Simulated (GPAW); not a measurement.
**STM contrast on a 8-layer slab of Mo(100)**

Aim: Tersoff-Hamann images of a 8-layer slab of Mo(100) at several biases.

Calculated with GPAW 26.7.0; GPAW, PAW setups; slab in vacuum, relaxation, in the first sound run; inputs show where later runs differ.

Report form: the programs' logs are mostly left out.

### 1. The structure

The cell holds 8 atoms: 8 Mo. Cell: a = 3.150 Å, b = 3.150 Å, c = 25.025 Å, α = 90.0°, β = 90.0°, γ = 90.0°. Vacuum lies along c.

### 2. Relaxing the atoms

The atoms are relaxed first, since the surface dipole, and with it the work function, follows the positions of the outer layers. The lowest 4 atoms are held at bulk positions and keep their forces.

Contents of run.py:

```python
import json
import numpy as np
from ase import Atoms
from ase.constraints import FixAtoms
from ase.optimize import BFGS
from gpaw import GPAW, PW

slab = Atoms(
    ['Mo', 'Mo', 'Mo', 'Mo', 'Mo', 'Mo', 'Mo', 'Mo'],
    positions=[
        [1.57500, 1.57500, 7.00000],
        [0.00000, 0.00000, 8.57500],
        [1.57500, 1.57500, 10.15000],
        [0.00000, 0.00000, 11.72500],
        [1.57500, 1.57500, 13.30000],
        [0.00000, 0.00000, 14.87500],
        [1.57500, 1.57500, 16.45000],
        [0.00000, 0.00000, 18.02500]],
    cell=[[3.15, 0.0, 0.0], [0.0, 3.15, 0.0], [0.0, 0.0, 25.025]],
    pbc=[True, True, False])

slab.calc = GPAW(mode=PW(400), xc='PBE', kpts={'size': (10, 10, 1), 'gamma': True},
                 occupations={'name': 'fermi-dirac', 'width': 0.1}, nbands='160%',
                 convergence={'density': 1e-05}, maxiter=200,
                 poissonsolver={'dipolelayer': 'xy'},
                 symmetry={'tolerance': 1e-3, 'extra_ids': [1, 1, 1, 1, 0, 0, 0, 0]}, txt='slab.txt')
result = {}
slab.set_constraint(FixAtoms([0, 1, 2, 3]))
path = []
opt = BFGS(slab, maxstep=0.2)
opt.attach(lambda: path.append((slab.get_potential_energy(), slab.positions.tolist(), slab.get_forces().tolist())))
result['relaxed'] = bool(opt.run(fmax=0.03, steps=40))
result['path'] = path
energy = slab.get_potential_energy()
fermi = slab.calc.get_fermi_level()
v = slab.calc.get_electrostatic_potential().mean((0, 1)) - fermi
n = slab.calc.get_pseudo_density().mean((0, 1))
L = slab.cell[2, 2]
z = np.arange(len(v)) * L / len(v)
low, high = slab.positions[:, 2].min(), slab.positions[:, 2].max()
below, above = np.interp([low - 4.8, high + 4.8], z, v)
slopes = [np.interp(x, z, np.gradient(v, z)) for x in (low - 4.8, high + 4.8)]
eps = np.array([[slab.calc.get_eigenvalues(k, s) for k in range(len(slab.calc.get_ibz_k_points()))]
                for s in range(slab.calc.get_number_of_spins())]) - fermi
top, bottom = eps[eps < 0].max(), eps[eps > 0].min()
dipole = slab.get_dipole_moment()[2]
print(f'energy {energy:.4f} eV, Fermi level {fermi:.4f} eV, dipole {dipole:.5f} e A')
print(f'potential 4.8 A off the faces, from the Fermi level: lower {below:.4f} eV, upper {above:.4f} eV')
print(f'slope of the potential there: lower {slopes[0]:.5f}, upper {slopes[1]:.5f} eV/A')
print(f'nearest levels on the mesh: {top:.4f} and {bottom:.4f} eV')
print('magnetic moment', round(slab.get_magnetic_moment(), 3))
result.update(energy=energy, fermi=fermi, dipole=dipole, below=below, above=above, slopes=slopes, edges=[top, bottom],
              z=z.tolist(), v=v.tolist(), n=n.tolist(), positions=slab.positions.tolist(),
              forces=slab.get_forces(apply_constraint=False).tolist(), moments=slab.get_magnetic_moments().tolist())
json.dump(result, open('result.json', 'w'))
```

Launch:

```bash
$ OMP_NUM_THREADS=1 OPENBLAS_NUM_THREADS=1 python run.py
```

Wall time 35 min (1 thread of Arm Neoverse V2, shared host); peak memory 0.37 GiB.

Step by step:

| step | energy less that of the first step (eV) | largest force (eV/Å) |
| --- | --- | --- |
| 1 | 0.0000 | 1.3914 |
| 2 | -0.0512 | 1.1662 |
| 3 | -0.1385 | 0.5548 |
| 4 | -0.1468 | 0.2282 |
| 5 | -0.1482 | 0.1821 |
| 6 | -0.1507 | 0.0617 |
| 7 | -0.1507 | 0.0311 |
| 8 | -0.1507 | 0.0284 |

The atoms that moved most (Å):

| atom | dx | dy | dz | length |
| --- | --- | --- | --- | --- |
| Mo8 | 0.000 | 0.000 | -0.107 | 0.107 |
| Mo7 | 0.000 | 0.000 | 0.082 | 0.082 |
| Mo5 | 0.000 | 0.000 | 0.037 | 0.037 |
| Mo6 | 0.000 | 0.000 | 0.008 | 0.008 |

Final coordinates:

```
Mo
1.0
     3.15000    0.00000    0.00000
     0.00000    3.15000    0.00000
     0.00000    0.00000   25.02500
Mo
8
Direct
  0.50000 0.50000 0.27972
  0.00000 0.00000 0.34266
  0.50000 0.50000 0.40559
  0.00000 0.00000 0.46853
  0.50000 0.50000 0.53295
  0.00000 0.00000 0.59473
  0.50000 0.50000 0.66061
  0.00000 0.00000 0.71600
```

Numbers from this step:

```
dipole along the normal                    : 0.003159 e·Å
levels nearest the Fermi level on the mesh : -0.007133, 0.006125 eV from the Fermi level
upper work function                        : 3.848 eV
lower work function                        : 3.902 eV
```

The electrostatic potential energy of an electron (without an applied field's), less the Fermi level, planar mean oscillates, so the rows of the table below give means over windows of 1.56 Å about each position, cut where the curve ends. Its maxima inside the range that stand out by 2 % of the span (Å: eV): 7.8: -7.36, 9.4: -7.90, 10.9: -7.76, 12.5: -7.22, 14.1: -8.23, 15.7: -6.82, 17.2: -10.7. Its minima: 7.0: -19.0, 8.6: -19.6, 10.1: -19.7, 11.7: -19.5, 13.3: -19.6, 14.9: -19.6, 16.6: -19.8, 17.9: -19.3.

Electrostatic potential energy of an electron (without an applied field's), less the Fermi level, planar mean against z; means over each step:

| z (Å) | electrostatic potential energy of an electron (without an applied field's), less the Fermi level, planar mean (eV) |
| --- | --- |
| 0.78 | 3.90 |
| 2.34 | 3.90 |
| 3.90 | 3.83 |
| 5.46 | 1.92 |
| 7.02 | -12.3 |
| 8.58 | -13.4 |
| 10.14 | -13.5 |
| 11.70 | -13.4 |
| 13.26 | -13.4 |
| 14.82 | -13.4 |
| 16.38 | -13.6 |
| 17.94 | -13.0 |
| 19.50 | 2.10 |
| 21.06 | 3.79 |
| 22.62 | 3.85 |
| 24.18 | 3.85 |

The pseudo valence density, planar mean oscillates, so the rows of the table below give means over windows of 1 Å about each position, cut where the curve ends. Its maxima inside the range that stand out by 2 % of the span (Å: e/Å³): 7.1: 1.39, 8.6: 1.45, 10.2: 1.43, 11.7: 1.45, 13.3: 1.46, 14.8: 1.43, 16.5: 1.45, 17.9: 1.46. Its minima: 7.7: 0.500, 9.4: 0.482, 10.8: 0.500, 12.5: 0.460, 14.2: 0.511, 15.6: 0.442, 17.3: 0.640.

Pseudo valence density, planar mean against z; means over each step:

z (Å), pseudo valence density, planar mean (e/Å³) and a bar:
```
        2       0.00 
        3       0.00 
        4       0.00 
        5       0.01 
        6       0.18 #####
        7       1.05 ##############################
        8       0.77 ######################
        9       0.88 #########################
       10       1.05 ##############################
       11       0.70 ####################
       12       0.98 ############################
       13       0.94 ###########################
       14       0.74 #####################
       15       1.06 ##############################
       16       0.77 ######################
       17       0.94 ###########################
       18       1.05 ##############################
       19       0.15 ####
       20       0.01 
       21       0.00 
       22       0.00 
       23       0.00
```

The relaxation lowered the energy of the cell by 0.151 eV (energies extrapolated to zero smearing; the optimiser's log prints free energies). The largest force left on a free atom is 0.028 eV/Å.

### 3. Plane waves, PBE

With the geometry fixed, the planar mean of the potential gives the vacuum level on each side.

This step: GPAW, PAW setups; slab in vacuum (GPAW 26.7.0).

run.py: that of step 2 with these lines changed.

```diff
@@ -3,4 +3,3 @@
 from ase import Atoms
-from ase.constraints import FixAtoms
-from ase.optimize import BFGS
+from ase.dft.stm import STM
 from gpaw import GPAW, PW
@@ -14,6 +13,6 @@
         [0.00000, 0.00000, 11.72500],
-        [1.57500, 1.57500, 13.30000],
-        [0.00000, 0.00000, 14.87500],
-        [1.57500, 1.57500, 16.45000],
-        [0.00000, 0.00000, 18.02500]],
+        [1.57500, 1.57500, 13.33707],
+        [0.00000, -0.00000, 14.88307],
+        [1.57500, 1.57500, 16.53178],
+        [0.00000, 0.00000, 17.91796]],
     cell=[[3.15, 0.0, 0.0], [0.0, 3.15, 0.0], [0.0, 0.0, 25.025]],
@@ -25,10 +24,4 @@
                  poissonsolver={'dipolelayer': 'xy'},
-                 symmetry={'tolerance': 1e-3, 'extra_ids': [1, 1, 1, 1, 0, 0, 0, 0]}, txt='slab.txt')
+                 symmetry={'tolerance': 1e-3}, txt='slab.txt')
 result = {}
-slab.set_constraint(FixAtoms([0, 1, 2, 3]))
-path = []
-opt = BFGS(slab, maxstep=0.2)
-opt.attach(lambda: path.append((slab.get_potential_energy(), slab.positions.tolist(), slab.get_forces().tolist())))
-result['relaxed'] = bool(opt.run(fmax=0.03, steps=40))
-result['path'] = path
 energy = slab.get_potential_energy()
@@ -54,2 +47,16 @@
               forces=slab.get_forces(apply_constraint=False).tolist(), moments=slab.get_magnetic_moments().tolist())
+
+# Images need the states of the whole zone, up to time reversal
+slab.calc = slab.calc.fixed_density(symmetry={'point_group': False}, txt='states.txt',
+                                    convergence={'bands': 'CBM+1.8'})
+stm = STM(slab)
+result['stm'] = []
+for bias in [-2.0, -1.0, 1.5]:
+    height = high + 3.5
+    current = stm.get_averaged_current(bias, height)
+    x, y, h = stm.scan(bias, current)
+    i, f = divmod(height / L * stm.ldos.shape[2], 1)
+    I = abs((1 - f) * stm.ldos[:, :, int(i)] + f * stm.ldos[:, :, int(i) + 1])
+    print(f'bias {bias} V: mean current at 3.5 A {current:.4e}, corrugation {np.ptp(h):.4f} A')
+    result['stm'].append(dict(bias=bias, current=current, h=(h - high).tolist(), I=I.tolist()))
 json.dump(result, open('result.json', 'w'))
```

Elapsed: 13 min, on 1 thread; peak memory 0.82 GiB.

Numbers from this step:

```
dipole along the normal                    : 0.002928 e·Å
levels nearest the Fermi level on the mesh : -0.007162, 0.006114 eV from the Fermi level
corrugation -2                             : 0.01238 Å
corrugation -1                             : 0.02061 Å
corrugation 1.5                            : 0.1663 Å
```

The electrostatic potential energy of an electron (without an applied field's), less the Fermi level, planar mean oscillates, so the rows of the table below give means over windows of 1.56 Å about each position, cut where the curve ends. Its maxima inside the range that stand out by 2 % of the span (Å: eV): 7.8: -7.36, 9.4: -7.90, 10.9: -7.76, 12.5: -7.22, 14.1: -8.23, 15.7: -6.82, 17.2: -10.7. Its minima: 7.0: -19.0, 8.6: -19.6, 10.1: -19.7, 11.7: -19.5, 13.3: -19.6, 14.9: -19.6, 16.6: -19.8, 17.9: -19.3.

Table of electrostatic potential energy of an electron (without an applied field's), less the Fermi level, planar mean by z; means over each step:

z (Å), electrostatic potential energy of an electron (without an applied field's), less the Fermi level, planar mean (eV) and a bar from the least value:
```
     0.78        3.9 ##############################
     2.34        3.9 ##############################
     3.90        3.8 ##############################
     5.46        1.9 ###########################
     7.02      -12.3 ##
     8.58      -13.4 
    10.14      -13.5 
    11.70      -13.4 
    13.26      -13.4 
    14.82      -13.4 
    16.38      -13.6 
    17.94      -13.0 #
    19.50        2.1 ###########################
    21.06        3.8 ##############################
    22.62        3.8 ##############################
    24.18        3.9 ##############################
```

The pseudo valence density, planar mean oscillates, so the rows of the table below give means over windows of 0.5 Å about each position, cut where the curve ends. Its maxima inside the range that stand out by 2 % of the span (Å: e/Å³): 7.09: 1.39, 8.55: 1.45, 10.22: 1.43, 11.68: 1.45, 13.35: 1.46, 14.81: 1.43, 16.47: 1.45, 17.93: 1.46. Its minima: 7.72: 0.500, 9.38: 0.482, 10.84: 0.500, 12.51: 0.460, 14.18: 0.511, 15.64: 0.442, 17.31: 0.640.

Pseudo valence density, planar mean against z; means over each step:

| z (Å) | pseudo valence density, planar mean (e/Å³) |
| --- | --- |
| 2.5 | 6.1e-5 |
| 3.0 | 1.8e-4 |
| 3.5 | 5.1e-4 |
| 4.0 | 0.00155 |
| 4.5 | 0.00441 |
| 5.0 | 0.0129 |
| 5.5 | 0.0393 |
| 6.0 | 0.138 |
| 6.5 | 0.612 |
| 7.0 | 1.25 |
| 7.5 | 0.729 |
| 8.0 | 0.666 |
| 8.5 | 1.26 |
| 9.0 | 0.816 |
| 9.5 | 0.595 |
| 10.0 | 1.20 |
| 10.5 | 0.936 |
| 11.0 | 0.558 |
| 11.5 | 1.12 |
| 12.0 | 1.04 |
| 12.5 | 0.530 |
| 13.0 | 0.956 |
| 13.5 | 1.20 |
| 14.0 | 0.600 |
| 14.5 | 0.896 |
| 15.0 | 1.23 |
| 15.5 | 0.580 |
| 16.0 | 0.666 |
| 16.5 | 1.29 |
| 17.0 | 0.855 |
| 17.5 | 0.892 |
| 18.0 | 1.24 |
| 18.5 | 0.498 |
| 19.0 | 0.112 |
| 19.5 | 0.0318 |
| 20.0 | 0.0106 |
| 20.5 | 0.00348 |
| 21.0 | 0.00122 |
| 21.5 | 4.1e-4 |
| 22.0 | 1.4e-4 |

Tip height over the top atom over a1 and a2. Sample bias -2 V, constant current at the mean current 3.5 Å over the top atom.

Ten even steps from '_' (3.492 Å) to '@' (3.505 Å):
```
####****##%%@@%%%%@@%%##****##
##**********%%@@@@%%**********
##******++==**%%%%**==++******
####**++==----====----==++**##
@@%%**==----::::::::----==**%%
@@@@%%**--::..____..::--**%%@@
##%%@@%%==::________::==%%@@%%
##%%@@%%==::________::==%%@@%%
@@@@%%**--::..____..::--**%%@@
@@%%**==----::::::::----==**%%
####**++==----====----==++**##
##******++==**%%%%**==++******
##**********%%@@@@%%**********
####****##%%@@%%%%@@%%##****##
**########@@@@####@@@@########
```
Columns: a1 from 0 to 0.933; rows upwards: a2 from 0 to 0.933.

Local density of states summed over the bias window over a1 and a2. Sample bias -2 V, constant height 3.5 Å over the top atom.

Ten even steps from '_' (2.04 × 1e-4 arbitrary) to '@' (2.10 × 1e-4 arbitrary):
```
##########@@@@%%%%@@@@########
####******##%%@@@@%%##******##
####**++++==++%%%%++==++++**##
%%##**++==----====----==++**##
@@@@##==--::::::::::::--==##@@
@@@@%%++--::..____..::--++%%@@
##%%@@%%==::________::==%%@@%%
##%%@@%%==::________::==%%@@%%
@@@@%%++--::..____..::--++%%@@
@@@@##==--::::::::::::--==##@@
%%##**++==----====----==++**##
####**++++==++%%%%++==++++**##
####******##%%@@@@%%##******##
##########@@@@%%%%@@@@########
########%%@@@@####@@@@%%######
```
Columns: a1 from 0 to 0.933; rows upwards: a2 from 0 to 0.933.

Tip height over the top atom over a1 and a2. Sample bias -1 V, constant current at the mean current 3.5 Å over the top atom.

Ten even steps from '_' (3.485 Å) to '@' (3.506 Å):
```
@@@@@@@@@@@@@@@@@@@@@@@@@@@@@@
@@@@%%%%%%%%@@@@@@@@%%%%%%%%@@
@@@@%%##******%%%%******##%%@@
@@@@%%**++============++**%%@@
@@@@%%**==--::::::::--==**%%@@
@@@@@@**==::..____..::==**@@@@
%%@@@@%%==::________::==%%@@@@
%%@@@@%%==::________::==%%@@@@
@@@@@@**==::..____..::==**@@@@
@@@@%%**==--::::::::--==**%%@@
@@@@%%**++============++**%%@@
@@@@%%##******%%%%******##%%@@
@@@@%%%%%%%%@@@@@@@@%%%%%%%%@@
@@@@@@@@@@@@@@@@@@@@@@@@@@@@@@
@@@@@@@@@@@@@@%%%%@@@@@@@@@@@@
```
Columns: a1 from 0 to 0.933; rows upwards: a2 from 0 to 0.933.

Local density of states summed over the bias window over a1 and a2. Sample bias -1 V, constant height 3.5 Å over the top atom.

Ten even steps from '_' (1.67 × 1e-4 arbitrary) to '@' (1.74 × 1e-4 arbitrary):
```
@@@@@@@@@@@@@@%%%%@@@@@@@@@@@@
@@@@%%%%%%%%%%@@@@%%%%%%%%%%@@
@@@@%%##**++**####**++**##%%@@
@@@@%%**++----====----++**%%@@
@@@@%%++----::::::::----++%%@@
@@@@%%**--::..____..::--**%%@@
%%%%@@##==::________::==##@@%%
%%%%@@##==::________::==##@@%%
@@@@%%**--::..____..::--**%%@@
@@@@%%++----::::::::----++%%@@
@@@@%%**++----====----++**%%@@
@@@@%%##**++**####**++**##%%@@
@@@@%%%%%%%%%%@@@@%%%%%%%%%%@@
@@@@@@@@@@@@@@%%%%@@@@@@@@@@@@
@@@@@@@@@@@@@@%%%%@@@@@@@@@@@@
```
Columns: a1 from 0 to 0.933; rows upwards: a2 from 0 to 0.933.

Tip height over the top atom over a1 and a2. Sample bias 1.5 V, constant current at the mean current 3.5 Å over the top atom.

Ten even steps from '_' (3.41 Å) to '@' (3.57 Å):
```
@@@@@@%%##**++++++++**##%%@@@@
@@@@%%##****++====++****##%%@@
%%%%##****++==----==++****##%%
####****==----::::----==****##
******++--::........::--++****
++++++==--....____....--==++++
++++==--::..________..::--==++
++++==--::..________..::--==++
++++++==--....____....--==++++
******++--::........::--++****
####****==----::::----==****##
%%%%##****++==----==++****##%%
@@@@%%##****++====++****##%%@@
@@@@@@%%##**++++++++**##%%@@@@
@@@@@@%%##**++++++++**##%%@@@@
```
Columns: a1 from 0 to 0.933; rows upwards: a2 from 0 to 0.933.

(Part 1 of 2 ends here.)

[Logs are printed without paths, hosts, clocks, repeated set-up lines and the standing remarks that a program may print on its own settings, such as how far it seeks lower states.]

[Hosts, paths, dates, database ids (printed as entryN), source tags and the programs' standing remarks are cut or masked in the printed files.]
